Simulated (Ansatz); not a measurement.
# TaRu (Pm-3m): phonons and vibrational spectra, part 2 of 2

How does TaRu (Pm-3m) vibrate, and is this structure a minimum?

Ansatz 0.2.0; DFT PBEsol, scalar-relativistic, plane waves, PAW; PAW set soft_1.

So far. Step 4 (Relaxing to small forces for the phonons): The forces vanish by symmetry and the pressure is 0.000 GPa, within the tolerances set. The cell now holds 15.47 Å³/atom. Step 5 (Linear response at the zone centre): Before it was imposed, the acoustic sum rule was missed by 3.8e-5 eV/Å². Small misses are needed for a sound result but don't prove that mesh and cutoff are converged. The lowest optical mode is real, 143 cm⁻¹. The relaxed cell has a = 3.139 Å (conventional setting).

## (6) Phonons on a q mesh

Stability and thermal properties need the whole zone. Linear response on a 4×4×4 q mesh gives force constants as far as a supercell of that size would.

input.yaml reads:

```yaml
crystal:
  lattice:
    - [3.1394054961, 0.0, 0.0]
    - [0.0, 3.1394054961, 0.0]
    - [0.0, 0.0, 3.1394054961]
  atoms:
    - { symbol: Ta, position: [0.5, 0.5, 0.5] }
    - { symbol: Ru, position: [0.0, 0.0, 0.0] }
kpoints:
  mp_grid: { grid: [16, 16, 16] }
hamiltonian:
  xc: pbesol
  pseudopotentials: { kind: paw, azcp: { folder: soft_1 }, xc_functional: pbe }
scf:
  occupations: { method: methfessel_paxton, width: 0.2 }
output:
  eigenvalues: true
phonons:
  method: dfpt
  qmesh: [4, 4, 4]
  temperatures: { t_max: 1000, t_step: 50 }
  qpath:
    path:
      - [[0.0, 0.0, 0.0], [0.0, 0.5, 0.0], [0.5, 0.5, 0.0], [0.0, 0.0, 0.0], [0.5, 0.5, 0.5], [0.0, 0.5, 0.0]]
      - [[0.5, 0.5, 0.5], [0.5, 0.5, 0.0]]
    npoints: 10
```

On the command line:

```
$ ansatz run input.yaml --threads 4 --pin off --max-ram 10240MiB --backend cpu --events-out ev --progress --plain --runs-dir out
```

Numbers of over 12 decimals in the logs are rounded to 6 here.

The log of the run:

```text
[...]
Crystal: 2 atoms, lattice volume = 30.942 Å³
Basis set: ecut = 420 eV, 619 PW (Γ), exchange–correlation on 48×48×48 points (8 copies of the dense FFT grid, shifted against one another)
Bands: 19, of which v1, the nominal top of the filled ones, is band 15 counted from 1 (14 counted from 0)
Symmetry: 48 space group operations
k-points: 165 of 4096
[...]
SCF iter   1: F=—  HF=-15628.689184 eV  |F-HF|=—  |Δ(HF+E_count)|=         —  Δρ=2.46e-1  dr2=3.05e1  ethr=3.10e-3  ⟨swp⟩=4.8  Hψ=12170  notcnv=0
[...]
SCF iter  10: F=-15624.473697 eV  HF=-15624.473697 eV  |F-HF|=1.82e-12  |Δ(HF+E_count)|=  3.64e-12  S|Δr|=    0.00e0  Δρ=3.94e-8  dr2=3.39e-13  ethr=1.00e-12  ⟨swp⟩=4.9  Hψ=11904  notcnv=0
SCF 1 converged in 10 iterations: F = -15624.473697 eV  dr2 = 3.39e-13
[...]
phonons: the bands overlap, so this run is a metal and interpolates without the dipole-dipole term. If the crystal is really an insulator or semiconductor, its LO-TO splitting is missing
NSCF: frozen V_eff on 165 k-points
[...]
DFPT response loops at q = (0, 0, 0) (fractional): preconditioner auto → Kerker (q_TF=auto, 2.699 Å⁻¹) (partly filled bands, converged f_vac=0.000); β = 1.00, the filter's whole step (`scf.mixing.beta` (0.50) is not read by the response loops under this deck's `scf.mixing.preconditioner`; to damp them name `kerker` or `kerker_dos`, under which they read `scf.mixing.beta`, and type it under 1.00, their step now; both keys bind the ground state too); Broyden in place of MSR1
[...]
SCF converged after 10 iterations
[...]
Free energy (F): -15624.473697 eV
[...]
Internal energy: -15624.469715 eV  (E = F + TS)
E sigma→0 (E₀):  -15624.472701 eV
Entropy (-TS):   -0.003981 eV (-1.991 meV/atom)
Fermi energy:    21.914253 eV
[...]
--- Band table (eV; the first three rows and the last of 165) ---
  k-point 0: bands = [... 11 lower, 19.4169, 19.4169, 19.4169, 22.9257, 22.9257, 26.1509, 26.1509, 26.1509]
  k-point 1: bands = [... 11 lower, 19.4084, 19.4084, 19.4468, 22.8167, 22.9643, 25.8155, 25.8155, 26.0854]
  k-point 2: bands = [... 11 lower, 19.3871, 19.3871, 19.5345, 22.5050, 23.0718, 25.0803, 25.0803, 25.8976]
  k-point 164: bands = [... 11 lower, 18.8057, 18.8057, 18.8057, 21.6121, 21.6121, 26.3625, 26.3625, 29.0949]
--- Phonons (Γ-DFPT): 2 representative perturbations + reference (Σ response iterations 6) ---
  ASR residual: 1.867e-5 → 0.000e0 eV/Å²; symmetrization residual: 1.605e-5 eV/Å²
  ASR residual per site (eV/Å²): 1.87e-5 4.22e-6
  Γ frequencies (cm⁻¹): 0.00 0.00 0.00 143.37 143.37 143.37
--- Phonons (arbitrary-q DFPT): 10 irreducible q on the 4×4×4 mesh ---
  q = [0.0000, 0.0000, 0.0000] (star 1, of the zone-centre solve; hermiticity 6.55e-6, symmetrization 4.71e-13): -0.00 0.00 0.00 143.37 143.37 143.37
  q = [0.0000, 0.0000, 0.2500] (star 6, 4 solved perturbations in 4032 linear systems a pass and spin channel, the states on 1296 of 4096 k-point pairs; hermiticity 3.78e-6, symmetrization 5.63e-14): 57.08 57.08 85.22 114.61 134.10 134.10
[...]
q = [0.0000, 0.2500, -0.5000] (star 12, 6 solved perturbations on 1296 of 4096 k-point pairs; hermiticity 1.18e-6, symmetrization 1.30e-14): -120.28 -68.45 -25.48 104.64 167.66 173.82
[...]
sum rule: each row above includes the acoustic sum rule's correction from the zone centre's row sums; it moved no ω² by more than (0.17 cm⁻¹)²
  mesh force constants: q→R imaginary residual 3.83e-18; ASR residual 1.867e-5 → 0.000e0 eV/Å²; symmetrization residual 5.329e-15 eV/Å²
  interpolated dispersion: 62 rows × 6 modes
  density of states and harmonic sums: on the 20×20×20 q-mesh, interpolated from the force constants of a 4×4×4 supercell (no non-analytic term)
  largest difference from the sums on the solved wave vectors: F 4.78e-2 eV, S 5.66e-5 and C_V 1.33e-5 eV/K
  zero-point energy: 0.028750 eV/cell   skipped modes (ω ≤ 0): 579, of them read as no rigid motion or as one in doubt: 576 (2.147e0 modes/cell left out, lowest -142.44 cm⁻¹)   left out of the sums: 3.58e-1 of the cell's modes: C_V's classical limit lies that fraction below 3 k_B per atom; for a crystal, a wire or a layer, F and S can be off by more, and a phonons.interpolated_qmesh denser along its periods is the remedy for the sampling
```

Wall time 6.4 min (4 threads of Intel Xeon Platinum 8488C (Sapphire Rapids), shared host); peak memory 3.4 GiB; 24 min of CPU time.

This step gave:

```yaml
sum_rule_residual_before_enforcement: 1.87e-5 eV/Å²
lowest_frequency_on_the_path: -142.4 cm⁻¹
highest_frequency_on_the_path_or_at_a_solved_wavevector: 175.2 cm⁻¹
lowest_mode_on_the_q_mesh_acoustic_modes_at_gamma_apart: -142.4 cm⁻¹
```

Frequencies (cm⁻¹) solved at each irreducible wavevector; negative means imaginary. Frequencies by wavevector, by row:

| q in reciprocal lattice units | star | mode 1 | mode 2 | mode 3 | mode 4 | mode 5 | mode 6 |
| --- | --- | --- | --- | --- | --- | --- | --- |
| 0 0 0 | 1 | 0 | 0 | 0 | 143.4 | 143.4 | 143.4 |
| 0 0 0.25 | 6 | 57.1 | 57.1 | 85.2 | 114.6 | 134.1 | 134.1 |
| 0 0 -0.5 | 3 | -50.8 | -50.8 | 103.4 | 103.4 | 110.5 | 123.3 |
| 0 0.25 0.25 | 12 | -104.9 | -54.6 | 72.1 | 112.8 | 140.4 | 164.3 |
| 0 0.25 -0.5 | 12 | -120.3 | -68.5 | -25.5 | 104.6 | 167.7 | 173.8 |
| 0 -0.5 -0.5 | 3 | -105.6 | -105.6 | -28.9 | 99.7 | 172.6 | 172.6 |
| 0.25 0.25 0.25 | 8 | -142.4 | -52.4 | -52.4 | 146.5 | 146.5 | 147.2 |
| 0.25 0.25 -0.5 | 12 | -107.9 | -37.7 | 25.1 | 123.1 | 156.9 | 167.8 |
| 0.25 -0.5 -0.5 | 6 | -45.1 | -43.6 | -43.6 | 115.3 | 156.7 | 156.7 |
| -0.5 -0.5 -0.5 | 1 | 72.2 | 72.2 | 72.2 | 121.3 | 121.3 | 121.3 |

Interpolated from a 4×4×4 q mesh. The phonon branches at the labelled points (cm⁻¹):

```
    point  branch 1  branch 2  branch 3  branch 4  branch 5  branch 6
        Γ         0         0         0       143       143       143
  halfway        57        57        85       115       134       134
        X       -51       -51       103       103       110       123
  halfway      -120       -68       -26       105       168       174
        M      -106      -106       -29       100       173       173
  halfway      -105       -55        72       113       140       164
        Γ         0         0         0       143       143       143
  halfway      -142       -52       -52       146       146       147
        R        72        72        72       121       121       121
  halfway      -108       -38        25       123       157       168
        X       -51       -51       103       103       110       123
jump to R        72        72        72       121       121       121
  halfway       -45       -44       -44       115       157       157
        M      -106      -106       -29       100       173       173
```

The phonon branches as a text plot (rows in cm⁻¹):

```
    169 |          ***********                      ***       ***
    155 |         **       ** ***   ***            *****    **
    142 |***                 * *****   *****      *    **  *
    129 | **** ***            *    *        **  *****   ***
    116 |   *** *            ** *    **       **     *** *****
    102 |     ***************  *                        **    ***
     89 |   **                      *
     76 |        *           * *              ***       *
     63 |  ***             ** ***           **  ***       *
     49 |  *  *                    *       * *   * *       *
     36 | *               *     **                *        *
     23 |*                       * **              **       *
     10 |*               *      **                     *
     -3 |                         *
    -17 |         * **         *     **          *
    -30 |          *  ***                **          *      *   *
    -43 |      * **           *        *    *       * **     ***
    -56 |       *  *         **         *            *  **
    -70 |        *         **        **           *     *
    -83 |           **    *                                   *
    -96 |             * **                 *       *   *       *
   -109 |         **  ***    *                      ***         *
   -123 |           **   ****          * **
   -136 |                               *
         Γ      X      M          Γ            R        X|R     M
```

Tetrahedra on a 20×20×20 mesh, mean over bins of 5 cm-1. Interpolated from a 4×4×4 q mesh. Table of phonon density of states by wavenumber; read off at these points:

```
wavenumber (cm⁻¹)  phonon density of states (1/cm⁻¹/cell)
             -142                                  2.0e-4
             -132                                 0.00485
             -122                                  0.0194
             -118                                  0.0304
             -108                                  0.0165
              -98                                  0.0117
              -88                                  0.0106
              -78                                  0.0109
              -68                                  0.0136
              -52                                  0.0258
              -42                                  0.0202
              -32                                  0.0202
              -22                                  0.0183
              -12                                  0.0118
                2                                 0.00891
               12                                 0.00965
               22                                 0.00965
               32                                  0.0122
               48                                  0.0151
               58                                  0.0129
               68                                 0.00847
               78                                 0.00341
               88                                  5.2e-4
              102                                  0.0279
              108                                  0.0394
              112                                  0.0327
              122                                  0.0319
              132                                  0.0257
              142                                  0.0330
              158                                  0.0668
              168                                  0.0575
              178                                  3.0e-5
```

The partial phonon density of states has structure finer than the step of the table below, so its rows give means over 10 cm⁻¹, whole bins alone (the curve runs from -151 to 190 cm⁻¹). Peaks (cm⁻¹: height): Ru -116.7: 0.0219, -43.8: 0.0170, -28.7: 0.0230, 16.3: 0.008, 37.8: 0.0152, 52.8: 0.0119, 160.1: 0.0229; Ta -54.5: 0.0106, 37.8: 0.00714, 106.5: 0.0363, 160.1: 0.0411.

Phonopy on the run's constants, 19x19x19 mesh, Gaussian sigma 2.4 cm-1. Interpolated from a 4×4×4 q mesh. Table of partial phonon density of states by wavenumber; means over each step; values in 1/cm⁻¹/cell:

| wavenumber (cm⁻¹) | Ru | Ta |
| --- | --- | --- |
| -140 | 0.00149 | 5.7e-4 |
| -130 | 0.00543 | 0.00204 |
| -120 | 0.0181 | 0.00576 |
| -110 | 0.0147 | 0.00423 |
| -100 | 0.00988 | 0.00299 |
| -90 | 0.00809 | 0.00257 |
| -80 | 0.00818 | 0.00321 |
| -70 | 0.00840 | 0.00424 |
| -60 | 0.0113 | 0.00768 |
| -50 | 0.0143 | 0.00916 |
| -40 | 0.0145 | 0.00708 |
| -30 | 0.0203 | 0.00458 |
| -20 | 0.0127 | 0.00296 |
| -10 | 0.00555 | 0.00150 |
| 0 | 0.00187 | 7.0e-4 |
| 10 | 0.00500 | 0.00259 |
| 20 | 0.00652 | 0.00213 |
| 30 | 0.00895 | 0.00427 |
| 40 | 0.0123 | 0.00581 |
| 50 | 0.00947 | 0.00436 |
| 60 | 0.00889 | 0.00473 |
| 70 | 0.00433 | 0.00185 |
| 80 | 0.00245 | 0.00108 |
| 90 | 7.3e-4 | 8.1e-4 |
| 100 | 0.00105 | 0.0157 |
| 110 | 0.00333 | 0.0304 |
| 120 | 0.00539 | 0.0254 |
| 130 | 0.00757 | 0.0203 |
| 140 | 0.0107 | 0.0190 |
| 150 | 0.0170 | 0.0300 |
| 160 | 0.0221 | 0.0393 |
| 170 | 0.0179 | 0.0306 |
| 180 | 0.00133 | 0.00233 |

Second derivatives of the energy by pair, one row for each kind of neighbour of each atom listed. Each entry sums the pair over the periodic images of the supercell that the q mesh stands for, and in a polar crystal it holds the long-range dipole part too. Force constants by pair, by row:

| atom | neighbour | distance (Å) | third of the trace (eV/Å²) | along the pair's line (eV/Å²) |
| --- | --- | --- | --- | --- |
| Ta1 | itself | 0 | 8.809 | – |
| Ta1 | Ru | 2.719 | -0.3634 | -3.129 |
| Ta1 | Ta | 3.139 | -0.4949 | -1.44 |
| Ta1 | Ta | 4.44 | -0.1478 | 0.1443 |
| Ta1 | Ru | 5.206 | -0.0835 | -0.3978 |
| Ta1 | Ta | 5.438 | 0.0539 | -0.1189 |
| Ta1 | Ta | 6.279 | 0.216 | 0.6041 |
| Ta1 | Ru | 6.842 | -0.0213 | -0.0657 |
| Ta1 | Ta | 7.02 | 0.028 | 0.0582 |
| Ru2 | itself | 0 | 1.441 | – |
| Ru2 | Ta | 2.719 | -0.3634 | -3.129 |
| Ru2 | Ru | 3.139 | 0.2859 | -0.4016 |
| Ru2 | Ru | 4.44 | 0.2228 | 0.566 |
| Ru2 | Ta | 5.206 | -0.0835 | -0.3978 |
| Ru2 | Ru | 5.438 | -0.0104 | 0.131 |
| Ru2 | Ru | 6.279 | 0.0596 | 1.376 |
| Ru2 | Ta | 6.842 | -0.0213 | -0.0657 |
| Ru2 | Ru | 7.02 | 0.0203 | 0.0662 |

Symmetry leaves 10 wavevectors to solve. The lowest mode among them, the acoustic zeros apart, lies at q = (0.25, 0.25, 0.25) and is imaginary, 142.4i cm⁻¹, so the energy falls along it.

## (7) Another isotope

An isotope changes the mass and not the force constants, so no new electronic calculation is needed; the shifts show which modes move this element.

The same force constants with the mass of Ru changed from 101.070 to 103.905 u (phonopy, no LO-TO term). Both lists are sorted by frequency; levels can cross, so a row need not hold one and the same mode. Modes under 3 cm⁻¹ are left out. Isotope shifts, by row:

```
          q  rank  natural mass (cm⁻¹)  changed mass (cm⁻¹)
      0 0 0     4                143.4                142.1
      0 0 0     5                143.4                142.1
      0 0 0     6                143.4                142.1
   0 0 0.25     1                57.08                56.74
   0 0 0.25     2                57.08                56.74
   0 0 0.25     3                85.22                84.24
   0 0 0.25     4                114.6                114.4
   0 0 0.25     5                134.1                133.1
   0 0 0.25     6                134.1                133.1
   0 0 -0.5     1               -50.83               -50.13
   0 0 -0.5     2               -50.83               -50.13
   0 0 -0.5     3                103.4                103.4
   0 0 -0.5     4                103.4                103.4
   0 0 -0.5     5                110.5                  109
   0 0 -0.5     6                123.3                123.3
0 0.25 0.25     1               -104.9               -103.9
0 0.25 0.25     2               -54.57               -54.18
0 0.25 0.25     3                72.07                71.54
0 0.25 0.25     4                112.8                112.1
0 0.25 0.25     5                140.4                139.8
0 0.25 0.25     6                164.3                163.2
```

A mode of this element alone would shift by -1.37 %. The highest zone-centre frequency without the field goes from 143.4 to 142.1 cm⁻¹ (-0.9 %). The product of the frequency ratios over all optical modes at Γ is 0.974; the product rule, (m/m′)^(3k/2) (M′/M)^(3/2) with k = 1 such atoms and M the mass of the cell, gives 0.974.

## (8) Results

```yaml
space_group_after_relaxation_within_0p01_a: Pm-3m
volume_per_atom: 15.5 Å³
electronic_character: no gap on this mesh
highest_optical_mode_at_the_zone_centre_no_lo_to_term: 143 cm⁻¹
lowest_optical_zone_centre_mode: 143 cm⁻¹
lowest_mode_on_the_q_mesh_acoustic_modes_at_gamma_apart: -142 cm⁻¹
highest_frequency_on_the_path_or_at_a_solved_wavevector: 175 cm⁻¹
imaginary_modes_on_the_4x4x4_q_mesh: yes
```

What this shows: Modes are clearly imaginary (beyond 10i cm⁻¹) at 7 of the 10 irreducible wavevectors, most at q = (0.25, 0.25, 0.25) (142.4i cm⁻¹), so this structure is not a minimum of the energy. The optical modes at Γ form one degenerate level at 143 cm⁻¹. With no gap, or one that is small against the smearing, the frequencies hang on the k mesh and the smearing, most of all near Kohn anomalies. The phonon runs are without spin polarisation, although the cell has an odd electron count. Spin-orbit coupling is left out, which can matter for the heavy elements here. The PAW files were made for PBE and serve the other functionals too. These are harmonic frequencies at zero temperature: anharmonic shifts, linewidths and thermal expansion are left out.

[Logs are printed without paths, hosts, clocks, repeated set-up lines and the standing remarks that a program may print on its own settings, such as how far it seeks lower states.]

[Hosts, paths, dates, database ids (printed as entryN), source tags and the programs' standing remarks are cut or masked in the printed files.]
